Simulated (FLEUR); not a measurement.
**Magnetic state of MnS (Browneite) from several starts**

Does MnS (Browneite) prefer parallel or opposed moments?

Program: FLEUR MaX-R8.1. Level of theory: LDA (VWN) with U = 4.9 eV, J = 0.9 eV on Mn d; all-electron FLAPW, Dirac cores, scalar-relativistic bands. Results are calculated unless marked as measured.

**1. The starting structure**

It takes space group F-43m (No. 216, cubic). Conventional cell: a = 5.600 Å, b = 5.600 Å, c = 5.600 Å, α = 90.00°, β = 90.00°, γ = 90.00°. Nearest to Mn lie 4 S at 2.42 Å. S has 4 Mn at 2.42 Å nearest. Farther neighbours and most contacts between anions are not listed.

**2. Order 1, typed as ferro +**

The parallel start comes first: it shows whether parallel moments hold. A Hubbard U acts on the open shell, since semilocal functionals spread its electrons too much.

inpgen writes inp.xml from crystal.txt; cutoffs, mixing, functional, smearing and local orbitals are then set in the file. The k list default-1 (kpts.xml, not shown) is a Γ-centred 6×6×6 mesh; where the ranks do not divide the number of points, some are split in two of half the weight.

inp.xml

```
<?xml version="1.0" encoding="UTF-8" standalone="no"?>
<fleurInput fleurInputVersion="0.39">
   <comment>
      MnS
   </comment>
   <calculationSetup>
      <cutoffs Kmax="4.26" Gmax="12.8" GmaxXC="12.8" numbands="0"/>
      <scfLoop itmax="130" minDistance="0.0001" maxIterBroyd="15" imix="Anderson" alpha="0.05" precondParam="0.0" spinf="2.0" sdNocoIR="T"/>
      <coreElectrons ctail="T" frcor="F" kcrel="0" coretail_lmax="0"/>
      <xcFunctional name="vwn" relativisticCorrections="F"/>
      <magnetism jspins="2"/>
      <soc l_soc="F" theta="0.0" phi="0.0" spav="F"/>
      <expertModes spex="0" secvar="F"/>
      <geometryOptimization l_f="F" forcealpha="1.0" forcemix="BFGS" epsdisp="0.00001" epsforce="0.00001"/>
      <ldaU l_linMix="F" mixParam="0.05" spinf="1.0"/>
   </calculationSetup>
   <cell>
      <bzIntegration valenceElectrons="21.0" mode="hist" fermiSmearingEnergy="0.00293995">
         <kPointListSelection listName="default-1"/>
         <xi:include xmlns:xi="http://www.w3.org/2001/XInclude" href="kpts.xml"> </xi:include>
      </bzIntegration>
      <xi:include xmlns:xi="http://www.w3.org/2001/XInclude" href="sym.xml"> </xi:include>
      <bulkLattice scale="1.0">
         <bravaisMatrix>
            <row-1>    0.0000000000000000     5.2912331488799991     5.2912331488799991</row-1>
            <row-2>    5.2912331488799991     0.0000000000000000     5.2912331488799991</row-2>
            <row-3>    5.2912331488799991     5.2912331488799991     0.0000000000000000</row-3>
         </bravaisMatrix>
      </bulkLattice>
   </cell>
   <atomSpecies>
      <species name="Manganese 4.500" element="Mn" atomicNumber="25">
         <mtSphere radius="2.7" gridPoints="893" logIncrement="0.014"/>
         <atomicCutoffs lmax="10" lnonsphr="8"/>
         <electronConfig flipSpins="F">
            <coreConfig>(1s1/2) (2s1/2) (2p1/2) (2p3/2)</coreConfig>
            <valenceConfig>(3s1/2) (3p1/2) (3p3/2) (4s1/2) (3d3/2) (3d5/2)</valenceConfig>
            <stateOccupation state="(3d3/2)" spinUp="1.75" spinDown="0.25"/>
            <stateOccupation state="(3d5/2)" spinUp="3.0" spinDown="0.0"/>
         </electronConfig>
         <energyParameters s="4" p="4" d="3" f="4"/>
         <ldaU l="2" U="4.9" J="0.9" l_amf="F"/>
         <lo type="SCLO" l="0" n="3" eDeriv="0"/>
         <lo type="SCLO" l="1" n="3" eDeriv="0"/>
      </species>
      <species name="Sulfur (S)" element="S" atomicNumber="16">
         <mtSphere radius="1.76" gridPoints="583" logIncrement="0.02"/>
         <atomicCutoffs lmax="6" lnonsphr="4"/>
         <electronConfig flipSpins="F">
            <coreConfig>(1s1/2) (2s1/2) (2p1/2) (2p3/2)</coreConfig>
            <valenceConfig>(3s1/2) (3p1/2) (3p3/2)</valenceConfig>
            <stateOccupation state="(3p1/2)" spinUp="0.666667" spinDown="0.666667"/>
            <stateOccupation state="(3p3/2)" spinUp="1.333333" spinDown="1.333333"/>
         </electronConfig>
         <energyParameters s="3" p="3" d="3" f="4"/>
      </species>
   </atomSpecies>
   <atomGroups>
      <atomGroup species="Manganese 4.500">
         <relPos label="                   1">.0000000000 .0000000000 .0000000000</relPos>
         <force calculate="T" relaxXYZ="TTT"/>
      </atomGroup>
      <atomGroup species="Sulfur (S)">
         <relPos label="                   2">1.000/4.000 1.000/4.000 1.000/4.000</relPos>
         <force calculate="T" relaxXYZ="TTT"/>
      </atomGroup>
   </atomGroups>
   <output dos="F" band="F" slice="F">
      <bandDOS minEnergy="-.5*Htr" maxEnergy="0.5*Htr" sigma="0.015" storeEVData="T"/>
      <plotting iplot="0" polar="F">
         <plot TwoD="T" vec1="  1.0  0.0  0.0" vec2="  0.0  1.0  0.0" vec3="  0.0  0.0  1.0" zero="  0.0  0.0  0.0" file="plot"/>
      </plotting>
      <moessbauerParams electricFieldGradient="F" isomerShift="F" coreHyperfine="F" valenceHyperfine="F"/>
   </output>
</fleurInput>
```

crystal.txt

```
MnS
&input film=F cartesian=F /
0.00000000000  2.80000000000  2.80000000000
2.80000000000  0.00000000000  2.80000000000
2.80000000000  2.80000000000  0.00000000000
1.8897261246
1.0 1.0 1.0

2
25 0.00000000000  0.00000000000  0.00000000000 : 4.500
16 0.25000000000  0.25000000000  0.25000000000

&kpt div1=6 div2=6 div3=6 gamma=T /
```

Command:

```
$ OMP_NUM_THREADS=1 inpgen -f crystal.txt > inpgen.log  # inp.xml is then edited as shown
$ OMP_NUM_THREADS=1 mpirun -n 4 fleur_MPI > fleur.log
```

Output:

```text
Welcome to FLEUR        (www.flapw.de)
      MaX-Release 8.1          (www.max-centre.eu)

 ========== k-point set info ==========
 Selected k-point list: default-1
 k-point list type: mesh
 6 x 6 x 6
 Number of k points: 16

 ------------Calculation Setup---------------------------
 Number of MPI-tasks      :            4
 Number of PE/node        :            4
 Number of OMP-threads    :            1
 k-points in parallel     :            4
 pe's per k-point         :            1
 No of k-point loops      :            4
 Eigenvalue solver        :       lapack
 Number of basis functions:          409
 Approximate size of matrices (H+S) per k-point:         0.005 GB
 --------------------------------------------------------
 no density matrix found ... skipping LDA+U
 Reset of history
 Iteration:     1   Distance:       8.81120445 me/bohr^3
 Iteration:     2   Distance:       8.55381940 me/bohr^3
 Iteration:     3   Distance:       7.86962594 me/bohr^3
 Iteration:     4   Distance:       4.12529014 me/bohr^3
 Iteration:     5   Distance:       2.23377953 me/bohr^3
 Iteration:     6   Distance:       1.69172673 me/bohr^3
 Iteration:     7   Distance:       0.39376093 me/bohr^3
 Iteration:     8   Distance:       0.32740176 me/bohr^3
 Iteration:     9   Distance:       0.04800284 me/bohr^3
 Iteration:    10   Distance:       0.04110815 me/bohr^3
 Iteration:    11   Distance:       0.00522090 me/bohr^3
 Iteration:    12   Distance:       0.00435050 me/bohr^3
 Iteration:    13   Distance:       0.00106851 me/bohr^3
 Iteration:    14   Distance:       0.00072084 me/bohr^3
 Iteration:    15   Distance:       0.00017951 me/bohr^3
 Iteration:    16   Distance:       0.00002930 me/bohr^3

 ********************************************************************
 Run finished successfully
 Stop message:
   all done
 ********************************************************************

--- out.xml (last complete iteration) ---
<iteration numberForCurrentRun="   16" overallNumber="   16">
         [... left out ...]
         <bandgap value="0.9156623889" units="eV"/>
         <sumValenceSingleParticleEnergies value="-15.3321627660" units="Htr"/>
         <FermiEnergy value="0.1833368260" units="Htr"/>
         <valenceDensity>
            <mtCharges spin="1">
               <mtCharge atomType="1" total="9.4808137" s="1.2614683" p="3.3119928" d="4.8633703" f="0.0312686"/>
               <mtCharge atomType="2" total="1.5705346" s="0.5544818" p="1.0000855" d="0.0146344" f="0.0011112"/>
            </mtCharges>
            <mtCharges spin="2">
               <mtCharge atomType="1" total="4.7794306" s="1.2001189" p="3.2221089" d="0.3161602" f="0.0288394"/>
               <mtCharge atomType="2" total="1.5217314" s="0.5499185" p="0.9693553" d="0.0023222" f="0.0000883"/>
            </mtCharges>
            <spinDependentCharge spin="1" total="12.9999547" interstitial="1.9486064" mtSpheres="11.0513483"/>
            <spinDependentCharge spin="2" total="8.0000453" interstitial="1.6988832" mtSpheres="6.3011620"/>
            <totalCharge value="21.0000000000"/>
         </valenceDensity>
         [... left out ...]
         <allElectronCharges>
            <spinDependentCharge spin="1" total="22.9999547" interstitial="1.9492437" mtSpheres="21.0507110"/>
            <spinDependentCharge spin="2" total="18.0000453" interstitial="1.6995189" mtSpheres="16.3005264"/>
            <totalCharge value="40.9999999932"/>
         </allElectronCharges>
         <magneticMomentsInMTSpheres units="muBohr">
            <globalMagMoment atomType="1" vec="0.00000   0.00000   4.70138"/>
            <localMagMoment atomType="1" vec="0.00000   0.00000   4.70138"/>
            <globalMagMoment atomType="2" vec="0.00000   0.00000   0.04880"/>
            <localMagMoment atomType="2" vec="0.00000   0.00000   0.04880"/>
         </magneticMomentsInMTSpheres>
         <moessbauerParams unitsHFF="kG" unitsIS="e/bohr^3" unitsEFG="Htr/bohr^2">
         </moessbauerParams>
         <totalEnergy value="    -1554.5341683306" units="Htr">
            <sumOfEigenvalues value="     -897.8909357732">
               <coreElectrons value="-882.5587730073"/>
               <valenceElectrons value="-15.3321627660"/>
            </sumOfEigenvalues>
            <densityCoulombPotentialIntegral value="-2368.8564711774"/>
            <densityEffectivePotentialIntegral value="-2467.6178059880"/>
            <chargeDenXCDenIntegral value="-74.6479952771"/>
            <FockExchangeEnergyValence value="0.0000000000"/>
            <FockExchangeEnergyCore value="0.0000000000"/>
            <atomTypeDependentContributions atomType="1">
               <electronNucleiInteractionDifferentMTs value="1381.4412998808"/>
               <MadelungTerm value="-5.7933895393"/>
            </atomTypeDependentContributions>
            <atomTypeDependentContributions atomType="2">
               <electronNucleiInteractionDifferentMTs value="465.8391257729"/>
               <MadelungTerm value="-12.4605588327"/>
            </atomTypeDependentContributions>
            <dftUCorrection value="-0.3495663461"/>
            <tkbTimesEntropy value="0.0000017900"/>
            <freeEnergy value="-1554.5341701206"/>
            <extrapolationTo0K value="-1554.5341692256"/>
         </totalEnergy>
         <ldaUDensityMatrix>
            <densityMatrixFor spin="1" atomType="1" uIndex="1" l="2" U="4.90000000" J="0.90000000">
               (+0.97125,+0.00000) (+0.00000,+0.00000) (+0.00000,+0.00000) (+0.00000,+0.00000) (-0.00712,+0.00000)
               (+0.00000,+0.00000) (+0.97837,+0.00000) (+0.00000,+0.00000) (+0.00000,+0.00000) (+0.00000,+0.00000)
               (+0.00000,+0.00000) (+0.00000,+0.00000) (+0.96413,+0.00000) (+0.00000,+0.00000) (+0.00000,+0.00000)
               (+0.00000,+0.00000) (+0.00000,+0.00000) (+0.00000,+0.00000) (+0.97837,+0.00000) (+0.00000,+0.00000)
               (-0.00712,+0.00000) (+0.00000,+0.00000) (+0.00000,+0.00000) (+0.00000,+0.00000) (+0.97125,+0.00000)
            </densityMatrixFor>
            <densityMatrixFor spin="2" atomType="1" uIndex="1" l="2" U="4.90000000" J="0.90000000">
               (+0.05689,+0.00000) (+0.00000,+0.00000) (+0.00000,+0.00000) (+0.00000,+0.00000) (-0.03169,+0.00000)
               (+0.00000,+0.00000) (+0.08858,+0.00000) (+0.00000,+0.00000) (+0.00000,+0.00000) (+0.00000,+0.00000)
               (+0.00000,+0.00000) (+0.00000,+0.00000) (+0.02521,+0.00000) (+0.00000,+0.00000) (+0.00000,+0.00000)
               (+0.00000,+0.00000) (+0.00000,+0.00000) (+0.00000,+0.00000) (+0.08858,+0.00000) (+0.00000,+0.00000)
               (-0.03169,+0.00000) (+0.00000,+0.00000) (+0.00000,+0.00000) (+0.00000,+0.00000) (+0.05689,+0.00000)
            </densityMatrixFor>
         </ldaUDensityMatrix>
         <ldaUDensityMatrixConvergence>
            <distance spin="1" distance="0.000000"/>
            <distance spin="2" distance="0.000001"/>
         </ldaUDensityMatrixConvergence>
         <densityConvergence units="me/bohr^3">
            <chargeDensity spin="1" distance="0.0000128806"/>
            <chargeDensity spin="2" distance="0.0000182366"/>
            <overallChargeDensity distance="0.0000292962"/>
            <spinDensity distance="0.0000117771"/>
         </densityConvergence>
      </iteration>
```

Run time: 18 s. Hardware: 4 MPI ranks of Arm Neoverse V1, shared host; peak memory 0.23 GiB.

Numbers from this step:

```
free energy                                                       : -42301.0297 eV
program's band gap on this mesh (in a metal only a level spacing) : 0.9157 eV
magnetization                                                     : 5.000 μB
final state                                                       : ferromagnetic
largest moment                                                    : 4.701 μB
```

After 16 cycles the largest moment stands at 4.70 μB.

(Continued in part 2 of 3.)

[Logs and program files are shortened in this print: banners, set-up blocks, solver, clock and traceback lines can be left out without a mark of their own.]

[Logs are printed without paths, hosts, clocks, repeated set-up lines and the standing remarks that a program may print on its own settings, such as how far it seeks lower states.]

[Hosts, paths, dates, database ids (printed as entryN), source tags and the programs' standing remarks are cut or masked in the printed files.]

[Where a cell is said to come from a database of computed structures, the database is the Materials Project.]
